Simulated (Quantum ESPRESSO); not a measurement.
# KNiF3: a ladder in the plane-wave cutoff, part 2 of 3

Wanted: the cheapest choice of the plane-wave cutoff that holds the magnetic results of KNiF3.

Quantum ESPRESSO 7.5; LDA with U = 6 eV on Ni d (ortho-atomic projectors); plane waves with GBRV 1.5 LDA potentials, no spin-orbit coupling (settings of the first rung).

So far, largest spin moment in the atom's sphere (μB): step 2 (rung 1, start ferro +) 1.67; step 3 (rung 1, start antiferro q=(0,1/2,1/2) +-) 1.65; step 4 (rung 2, start ferro +) 1.76.

The database entry behind the starting cell differs from later determinations by our own check (about 0.35 % short), so it need not match the best structure at ambient conditions.

## (5) Rung 2, start antiferro q=(0,1/2,1/2) +-

pw.in reads:

```
&CONTROL
  calculation = 'scf'
  prefix = 'pwscf'
  outdir = './tmp'
  pseudo_dir = './pseudo'
  disk_io = 'nowf'
  tprnfor = .true.
  tstress = .true.
/
&SYSTEM
  ibrav = 0
  nat = 10
  ntyp = 4
  ecutwfc = 24
  ecutrho = 168
  nbnd = 62
  occupations = 'smearing'
  smearing = 'fd'
  degauss = 0.00367493
  nspin = 2
  starting_magnetization(1) = 0
  starting_magnetization(2) = 0.1111
  starting_magnetization(3) = -0.1111
  starting_magnetization(4) = 0
/
&ELECTRONS
  conv_thr = 2d-08
  electron_maxstep = 150
  mixing_beta = 0.3
/
ATOMIC_SPECIES
K      39.0983 k_lda_v1.4.uspp.F.UPF
Ni1    58.6934 ni_lda_v1.4.uspp.F.UPF
Ni2    58.6934 ni_lda_v1.4.uspp.F.UPF
F      18.9984 f_lda_v1.4.uspp.F.UPF
CELL_PARAMETERS angstrom
   4.0000000000    0.0000000000    0.0000000000
   0.0000000000    8.0000000000    0.0000000000
   0.0000000000    4.0000000000    4.0000000000
ATOMIC_POSITIONS crystal
K       0.0000000000    0.0000000000    0.0000000000
K       0.0000000000    0.5000000000    0.0000000000
Ni1     0.5000000000    0.0000000000    0.5000000000
Ni2     0.5000000000    0.5000000000    0.5000000000
F       0.5000000000    0.2500000000    0.0000000000
F       0.5000000000    0.7500000000    0.0000000000
F       0.0000000000    0.0000000000    0.5000000000
F       0.0000000000    0.5000000000    0.5000000000
F       0.5000000000    0.7500000000    0.5000000000
F       0.5000000000    0.2500000000    0.5000000000
K_POINTS automatic
6 3 6 0 0 0
HUBBARD {ortho-atomic}
U Ni1-3d 6.0000
U Ni2-3d 6.0000
```

On the command line:

```
OMP_NUM_THREADS=1 mpirun -n 2 pw.x -nk 2 -in pw.in > pw.out
```

Output:

```text
     [... lines left out ...]
Program PWSCF v.7.5 starts
     [... lines left out ...]
     number of atoms/cell      =           10
     [... lines left out ...]
     number of electrons       =        96.00
     number of Kohn-Sham states=           62
     kinetic-energy cutoff     =      24.0000  Ry
     charge density cutoff     =     168.0000  Ry
     scf convergence threshold =      2.0E-08
     [... lines left out ...]
     16 Sym. Ops., with inversion, found ( 8 have fractional translation)
     [... lines left out ...]
     number of k points=    24  Fermi-Dirac smearing, width (Ry)=  0.0037
     [... lines left out ...]
     iteration # 13     ecut=    24.00 Ry     beta= 0.30
     [... lines left out ...]
     Magnetic moment per site  (integrated on atomic sphere of radius R)
     atom   1 (R=0.292)  charge=  7.6019  magn=  0.0000
     atom   2 (R=0.292)  charge=  7.6019  magn= -0.0000
     atom   3 (R=0.206)  charge= 15.5015  magn=  1.7370
     atom   4 (R=0.206)  charge= 15.5015  magn= -1.7370
     atom   5 (R=0.206)  charge=  6.5078  magn= -0.0000
     atom   6 (R=0.206)  charge=  6.5078  magn= -0.0000
     atom   7 (R=0.206)  charge=  6.5080  magn=  0.0547
     atom   8 (R=0.206)  charge=  6.5080  magn= -0.0547
     atom   9 (R=0.206)  charge=  6.5065  magn= -0.0000
     atom  10 (R=0.206)  charge=  6.5065  magn= -0.0000
     [... lines left out ...]
     Tr[ns(  3)] (up, down, total) =   4.97944  3.21902  8.19847
     [... lines left out ...]
     Tr[ns(  4)] (up, down, total) =   3.21902  4.97944  8.19847
     [... lines left out ...]
     the Fermi energy is     5.1268 ev
!    total energy              =   -1089.25751579 Ry
     estimated scf accuracy    <          7.7E-10 Ry
     smearing contrib. (-TS)   =      -0.00000000 Ry
     [... lines left out ...]
     total magnetization       =     0.00 Bohr mag/cell
     absolute magnetization    =     3.88 Bohr mag/cell
     convergence has been achieved in  13 iterations
     [... lines left out ...]
     Total force =     0.000001     Total SCF correction =     0.000005
     [... lines left out ...]
          total   stress  (Ry/bohr**3)                   (kbar)     P=    -2404.44
     [... lines left out ...]
```

It took 73 s on 2 MPI ranks of Intel Xeon 6975P-C (Granite Rapids), shared host; peak memory 0.36 GiB.

Read from the output:

* magnetization: 0 μB
* final state: antiferromagnetic
* largest moment: 1.737 μB

## (6) Rung 3, start ferro +

pw.in reads:

```
&CONTROL
  calculation = 'scf'
  prefix = 'pwscf'
  outdir = './tmp'
  pseudo_dir = './pseudo'
  disk_io = 'nowf'
  tprnfor = .true.
  tstress = .true.
/
&SYSTEM
  ibrav = 0
  nat = 5
  ntyp = 3
  ecutwfc = 32
  ecutrho = 224
  nbnd = 34
  occupations = 'smearing'
  smearing = 'fd'
  degauss = 0.00367493
  nspin = 2
  starting_magnetization(1) = 0
  starting_magnetization(2) = 0.1111
  starting_magnetization(3) = 0
/
&ELECTRONS
  conv_thr = 1d-08
  electron_maxstep = 150
  mixing_beta = 0.3
/
ATOMIC_SPECIES
K      39.0983 k_lda_v1.4.uspp.F.UPF
Ni     58.6934 ni_lda_v1.4.uspp.F.UPF
F      18.9984 f_lda_v1.4.uspp.F.UPF
CELL_PARAMETERS angstrom
   4.0000000000    0.0000000000    0.0000000000
   0.0000000000    4.0000000000    0.0000000000
   0.0000000000    0.0000000000    4.0000000000
ATOMIC_POSITIONS crystal
K       0.0000000000    0.0000000000    0.0000000000
Ni      0.5000000000    0.5000000000    0.5000000000
F       0.5000000000    0.5000000000    0.0000000000
F       0.0000000000    0.5000000000    0.5000000000
F       0.5000000000    0.0000000000    0.5000000000
K_POINTS automatic
6 6 6 0 0 0
HUBBARD {ortho-atomic}
U Ni-3d 6.0000
```

Output:

```text
     [... lines left out ...]
Program PWSCF v.7.5 starts
     [... lines left out ...]
     number of atoms/cell      =            5
     [... lines left out ...]
     number of electrons       =        48.00
     number of Kohn-Sham states=           34
     kinetic-energy cutoff     =      32.0000  Ry
     charge density cutoff     =     224.0000  Ry
     scf convergence threshold =      1.0E-08
     [... lines left out ...]
     48 Sym. Ops., with inversion, found
     [... lines left out ...]
     number of k points=    20  Fermi-Dirac smearing, width (Ry)=  0.0037
     [... lines left out ...]
     iteration # 13     ecut=    32.00 Ry     beta= 0.30
     [... lines left out ...]
     Magnetic moment per site  (integrated on atomic sphere of radius R)
     atom   1 (R=0.292)  charge=  7.6031  magn= -0.0007
     atom   2 (R=0.206)  charge= 15.3924  magn=  1.7592
     atom   3 (R=0.206)  charge=  6.4959  magn=  0.0573
     atom   4 (R=0.206)  charge=  6.4959  magn=  0.0573
     atom   5 (R=0.206)  charge=  6.4959  magn=  0.0573
     [... lines left out ...]
     Tr[ns(  2)] (up, down, total) =   4.98797  3.18676  8.17473
     [... lines left out ...]
     the Fermi energy is     6.4725 ev
!    total energy              =    -545.95757362 Ry
     estimated scf accuracy    <          8.1E-10 Ry
     smearing contrib. (-TS)   =      -0.00000000 Ry
     [... lines left out ...]
     total magnetization       =     2.00 Bohr mag/cell
     absolute magnetization    =     2.03 Bohr mag/cell
     convergence has been achieved in  13 iterations
     [... lines left out ...]
     Total force =     0.000000     Total SCF correction =     0.000000
     [... lines left out ...]
          total   stress  (Ry/bohr**3)                   (kbar)     P=     -326.28
     [... lines left out ...]
```

Run time: 19 s. Hardware: 2 MPI ranks; peak memory 0.26 GiB.

Numbers from this step:

| Quantity | Value |
| --- | --- |
| magnetization | 2 μB |
| final state | ferromagnetic |
| largest moment | 1.759 μB |

## (7) Rung 3, start antiferro q=(0,1/2,1/2) +-

pw.in reads:

```
&CONTROL
  calculation = 'scf'
  prefix = 'pwscf'
  outdir = './tmp'
  pseudo_dir = './pseudo'
  disk_io = 'nowf'
  tprnfor = .true.
  tstress = .true.
/
&SYSTEM
  ibrav = 0
  nat = 10
  ntyp = 4
  ecutwfc = 32
  ecutrho = 224
  nbnd = 62
  occupations = 'smearing'
  smearing = 'fd'
  degauss = 0.00367493
  nspin = 2
  starting_magnetization(1) = 0
  starting_magnetization(2) = 0.1111
  starting_magnetization(3) = -0.1111
  starting_magnetization(4) = 0
/
&ELECTRONS
  conv_thr = 2d-08
  electron_maxstep = 150
  mixing_beta = 0.3
/
ATOMIC_SPECIES
K      39.0983 k_lda_v1.4.uspp.F.UPF
Ni1    58.6934 ni_lda_v1.4.uspp.F.UPF
Ni2    58.6934 ni_lda_v1.4.uspp.F.UPF
F      18.9984 f_lda_v1.4.uspp.F.UPF
CELL_PARAMETERS angstrom
   4.0000000000    0.0000000000    0.0000000000
   0.0000000000    8.0000000000    0.0000000000
   0.0000000000    4.0000000000    4.0000000000
ATOMIC_POSITIONS crystal
K       0.0000000000    0.0000000000    0.0000000000
K       0.0000000000    0.5000000000    0.0000000000
Ni1     0.5000000000    0.0000000000    0.5000000000
Ni2     0.5000000000    0.5000000000    0.5000000000
F       0.5000000000    0.2500000000    0.0000000000
F       0.5000000000    0.7500000000    0.0000000000
F       0.0000000000    0.0000000000    0.5000000000
F       0.0000000000    0.5000000000    0.5000000000
F       0.5000000000    0.7500000000    0.5000000000
F       0.5000000000    0.2500000000    0.5000000000
K_POINTS automatic
6 3 6 0 0 0
HUBBARD {ortho-atomic}
U Ni1-3d 6.0000
U Ni2-3d 6.0000
```

Output:

```text
     [... lines left out ...]
Program PWSCF v.7.5 starts
     [... lines left out ...]
     number of atoms/cell      =           10
     [... lines left out ...]
     number of electrons       =        96.00
     number of Kohn-Sham states=           62
     kinetic-energy cutoff     =      32.0000  Ry
     charge density cutoff     =     224.0000  Ry
     scf convergence threshold =      2.0E-08
     [... lines left out ...]
     16 Sym. Ops., with inversion, found ( 8 have fractional translation)
     [... lines left out ...]
     number of k points=    24  Fermi-Dirac smearing, width (Ry)=  0.0037
     [... lines left out ...]
     iteration # 13     ecut=    32.00 Ry     beta= 0.30
     [... lines left out ...]
     Magnetic moment per site  (integrated on atomic sphere of radius R)
     atom   1 (R=0.292)  charge=  7.6031  magn= -0.0000
     atom   2 (R=0.292)  charge=  7.6031  magn=  0.0000
     atom   3 (R=0.206)  charge= 15.3991  magn=  1.7285
     atom   4 (R=0.206)  charge= 15.3991  magn= -1.7285
     atom   5 (R=0.206)  charge=  6.4926  magn=  0.0000
     atom   6 (R=0.206)  charge=  6.4926  magn=  0.0000
     atom   7 (R=0.206)  charge=  6.4944  magn=  0.0519
     atom   8 (R=0.206)  charge=  6.4944  magn= -0.0519
     atom   9 (R=0.206)  charge=  6.4925  magn=  0.0000
     atom  10 (R=0.206)  charge=  6.4925  magn=  0.0000
     [... lines left out ...]
     Tr[ns(  3)] (up, down, total) =   4.98354  3.20824  8.19178
     [... lines left out ...]
     Tr[ns(  4)] (up, down, total) =   3.20824  4.98354  8.19178
     [... lines left out ...]
     the Fermi energy is     7.1796 ev
!    total energy              =   -1091.92389072 Ry
     estimated scf accuracy    <          6.9E-10 Ry
     smearing contrib. (-TS)   =      -0.00000000 Ry
     [... lines left out ...]
     total magnetization       =     0.00 Bohr mag/cell
     absolute magnetization    =     3.85 Bohr mag/cell
     convergence has been achieved in  13 iterations
     [... lines left out ...]
     Total force =     0.000001     Total SCF correction =     0.000001
     [... lines left out ...]
          total   stress  (Ry/bohr**3)                   (kbar)     P=     -330.68
     [... lines left out ...]
```

Run time: 2 min. Hardware: 2 MPI ranks; peak memory 0.51 GiB.

Read from the output:

- magnetization: 0 μB
- final state: antiferromagnetic
- largest moment: 1.729 μB

## (8) Rung 4, start ferro +

pw.in reads:

```
&CONTROL
  calculation = 'scf'
  prefix = 'pwscf'
  outdir = './tmp'
  pseudo_dir = './pseudo'
  disk_io = 'nowf'
  tprnfor = .true.
  tstress = .true.
/
&SYSTEM
  ibrav = 0
  nat = 5
  ntyp = 3
  ecutwfc = 40
  ecutrho = 280
  nbnd = 34
  occupations = 'smearing'
  smearing = 'fd'
  degauss = 0.00367493
  nspin = 2
  starting_magnetization(1) = 0
  starting_magnetization(2) = 0.1111
  starting_magnetization(3) = 0
/
&ELECTRONS
  conv_thr = 1d-08
  electron_maxstep = 150
  mixing_beta = 0.3
/
ATOMIC_SPECIES
K      39.0983 k_lda_v1.4.uspp.F.UPF
Ni     58.6934 ni_lda_v1.4.uspp.F.UPF
F      18.9984 f_lda_v1.4.uspp.F.UPF
CELL_PARAMETERS angstrom
   4.0000000000    0.0000000000    0.0000000000
   0.0000000000    4.0000000000    0.0000000000
   0.0000000000    0.0000000000    4.0000000000
ATOMIC_POSITIONS crystal
K       0.0000000000    0.0000000000    0.0000000000
Ni      0.5000000000    0.5000000000    0.5000000000
F       0.5000000000    0.5000000000    0.0000000000
F       0.0000000000    0.5000000000    0.5000000000
F       0.5000000000    0.0000000000    0.5000000000
K_POINTS automatic
6 6 6 0 0 0
HUBBARD {ortho-atomic}
U Ni-3d 6.0000
```

Output:

```text
     [... lines left out ...]
Program PWSCF v.7.5 starts
     [... lines left out ...]
     number of atoms/cell      =            5
     [... lines left out ...]
     number of electrons       =        48.00
     number of Kohn-Sham states=           34
     kinetic-energy cutoff     =      40.0000  Ry
     charge density cutoff     =     280.0000  Ry
     scf convergence threshold =      1.0E-08
     [... lines left out ...]
     48 Sym. Ops., with inversion, found
     [... lines left out ...]
     number of k points=    20  Fermi-Dirac smearing, width (Ry)=  0.0037
     [... lines left out ...]
     iteration # 12     ecut=    40.00 Ry     beta= 0.30
     [... lines left out ...]
     Magnetic moment per site  (integrated on atomic sphere of radius R)
     atom   1 (R=0.292)  charge=  7.6064  magn= -0.0008
     atom   2 (R=0.206)  charge= 15.3750  magn=  1.7593
     atom   3 (R=0.206)  charge=  6.4961  magn=  0.0565
     atom   4 (R=0.206)  charge=  6.4961  magn=  0.0565
     atom   5 (R=0.206)  charge=  6.4961  magn=  0.0565
     [... lines left out ...]
     Tr[ns(  2)] (up, down, total) =   4.98699  3.18105  8.16803
     [... lines left out ...]
     the Fermi energy is     6.5095 ev
!    total energy              =    -546.06815509 Ry
     estimated scf accuracy    <          7.8E-09 Ry
     smearing contrib. (-TS)   =      -0.00000000 Ry
     [... lines left out ...]
     total magnetization       =     2.00 Bohr mag/cell
     absolute magnetization    =     2.03 Bohr mag/cell
     convergence has been achieved in  12 iterations
     [... lines left out ...]
     Total force =     0.000000     Total SCF correction =     0.000000
     [... lines left out ...]
          total   stress  (Ry/bohr**3)                   (kbar)     P=      -61.62
     [... lines left out ...]
```

The job ended after 26 s (2 MPI ranks; peak memory 0.32 GiB).

This step gave:

* magnetization: 2 μB
* final state: ferromagnetic
* largest moment: 1.759 μB

## (9) Rung 4, start antiferro q=(0,1/2,1/2) +-

pw.in reads:

```
&CONTROL
  calculation = 'scf'
  prefix = 'pwscf'
  outdir = './tmp'
  pseudo_dir = './pseudo'
  disk_io = 'nowf'
  tprnfor = .true.
  tstress = .true.
/
&SYSTEM
  ibrav = 0
  nat = 10
  ntyp = 4
  ecutwfc = 40
  ecutrho = 280
  nbnd = 62
  occupations = 'smearing'
  smearing = 'fd'
  degauss = 0.00367493
  nspin = 2
  starting_magnetization(1) = 0
  starting_magnetization(2) = 0.1111
  starting_magnetization(3) = -0.1111
  starting_magnetization(4) = 0
/
&ELECTRONS
  conv_thr = 2d-08
  electron_maxstep = 150
  mixing_beta = 0.3
/
ATOMIC_SPECIES
K      39.0983 k_lda_v1.4.uspp.F.UPF
Ni1    58.6934 ni_lda_v1.4.uspp.F.UPF
Ni2    58.6934 ni_lda_v1.4.uspp.F.UPF
F      18.9984 f_lda_v1.4.uspp.F.UPF
CELL_PARAMETERS angstrom
   4.0000000000    0.0000000000    0.0000000000
   0.0000000000    8.0000000000    0.0000000000
   0.0000000000    4.0000000000    4.0000000000
ATOMIC_POSITIONS crystal
K       0.0000000000    0.0000000000    0.0000000000
K       0.0000000000    0.5000000000    0.0000000000
Ni1     0.5000000000    0.0000000000    0.5000000000
Ni2     0.5000000000    0.5000000000    0.5000000000
F       0.5000000000    0.2500000000    0.0000000000
F       0.5000000000    0.7500000000    0.0000000000
F       0.0000000000    0.0000000000    0.5000000000
F       0.0000000000    0.5000000000    0.5000000000
F       0.5000000000    0.7500000000    0.5000000000
F       0.5000000000    0.2500000000    0.5000000000
K_POINTS automatic
6 3 6 0 0 0
HUBBARD {ortho-atomic}
U Ni1-3d 6.0000
U Ni2-3d 6.0000
```

Output:

```text
     [... lines left out ...]
Program PWSCF v.7.5 starts
     [... lines left out ...]
     number of atoms/cell      =           10
     [... lines left out ...]
     number of electrons       =        96.00
     number of Kohn-Sham states=           62
     kinetic-energy cutoff     =      40.0000  Ry
     charge density cutoff     =     280.0000  Ry
     scf convergence threshold =      2.0E-08
     [... lines left out ...]
     16 Sym. Ops., with inversion, found ( 8 have fractional translation)
     [... lines left out ...]
     number of k points=    24  Fermi-Dirac smearing, width (Ry)=  0.0037
     [... lines left out ...]
     iteration # 12     ecut=    40.00 Ry     beta= 0.30
     [... lines left out ...]
     Magnetic moment per site  (integrated on atomic sphere of radius R)
     atom   1 (R=0.292)  charge=  7.6061  magn= -0.0000
     atom   2 (R=0.292)  charge=  7.6061  magn= -0.0000
     atom   3 (R=0.206)  charge= 15.3814  magn=  1.7296
     atom   4 (R=0.206)  charge= 15.3815  magn= -1.7296
     atom   5 (R=0.206)  charge=  6.4938  magn= -0.0000
     atom   6 (R=0.206)  charge=  6.4938  magn= -0.0000
     atom   7 (R=0.206)  charge=  6.4957  magn=  0.0512
     atom   8 (R=0.206)  charge=  6.4957  magn= -0.0512
     atom   9 (R=0.206)  charge=  6.4938  magn= -0.0000
     atom  10 (R=0.206)  charge=  6.4938  magn= -0.0000
     [... lines left out ...]
     Tr[ns(  3)] (up, down, total) =   4.98259  3.20196  8.18455
     [... lines left out ...]
     Tr[ns(  4)] (up, down, total) =   3.20196  4.98259  8.18455
     [... lines left out ...]
     the Fermi energy is     7.2190 ev
!    total energy              =   -1092.14489316 Ry
     estimated scf accuracy    <       0.00000001 Ry
     smearing contrib. (-TS)   =      -0.00000000 Ry
     [... lines left out ...]
     total magnetization       =    -0.00 Bohr mag/cell
     absolute magnetization    =     3.86 Bohr mag/cell
     convergence has been achieved in  12 iterations
     [... lines left out ...]
     Total force =     0.000014     Total SCF correction =     0.000072
     [... lines left out ...]
          total   stress  (Ry/bohr**3)                   (kbar)     P=      -65.76
     [... lines left out ...]
```

Elapsed: 2.3 min, on 2 MPI ranks; peak memory 0.66 GiB; 4.6 min of CPU time.

Numbers from this step:

```yaml
magnetization: 0 μB
final_state: antiferromagnetic
largest_moment: 1.730 μB
```

[end of part 2 of 3]

[Logs and program files are shortened in this print: banners, set-up blocks, solver, clock and traceback lines can be left out without a mark of their own.]

[Logs are printed without paths, hosts, clocks, repeated set-up lines and the standing remarks that a program may print on its own settings, such as how far it seeks lower states.]

[Hosts, paths, dates, database ids (printed as entryN), source tags and the programs' standing remarks are cut or masked in the printed files.]

[Where a cell is said to come from a database of computed structures, the database is the Materials Project.]
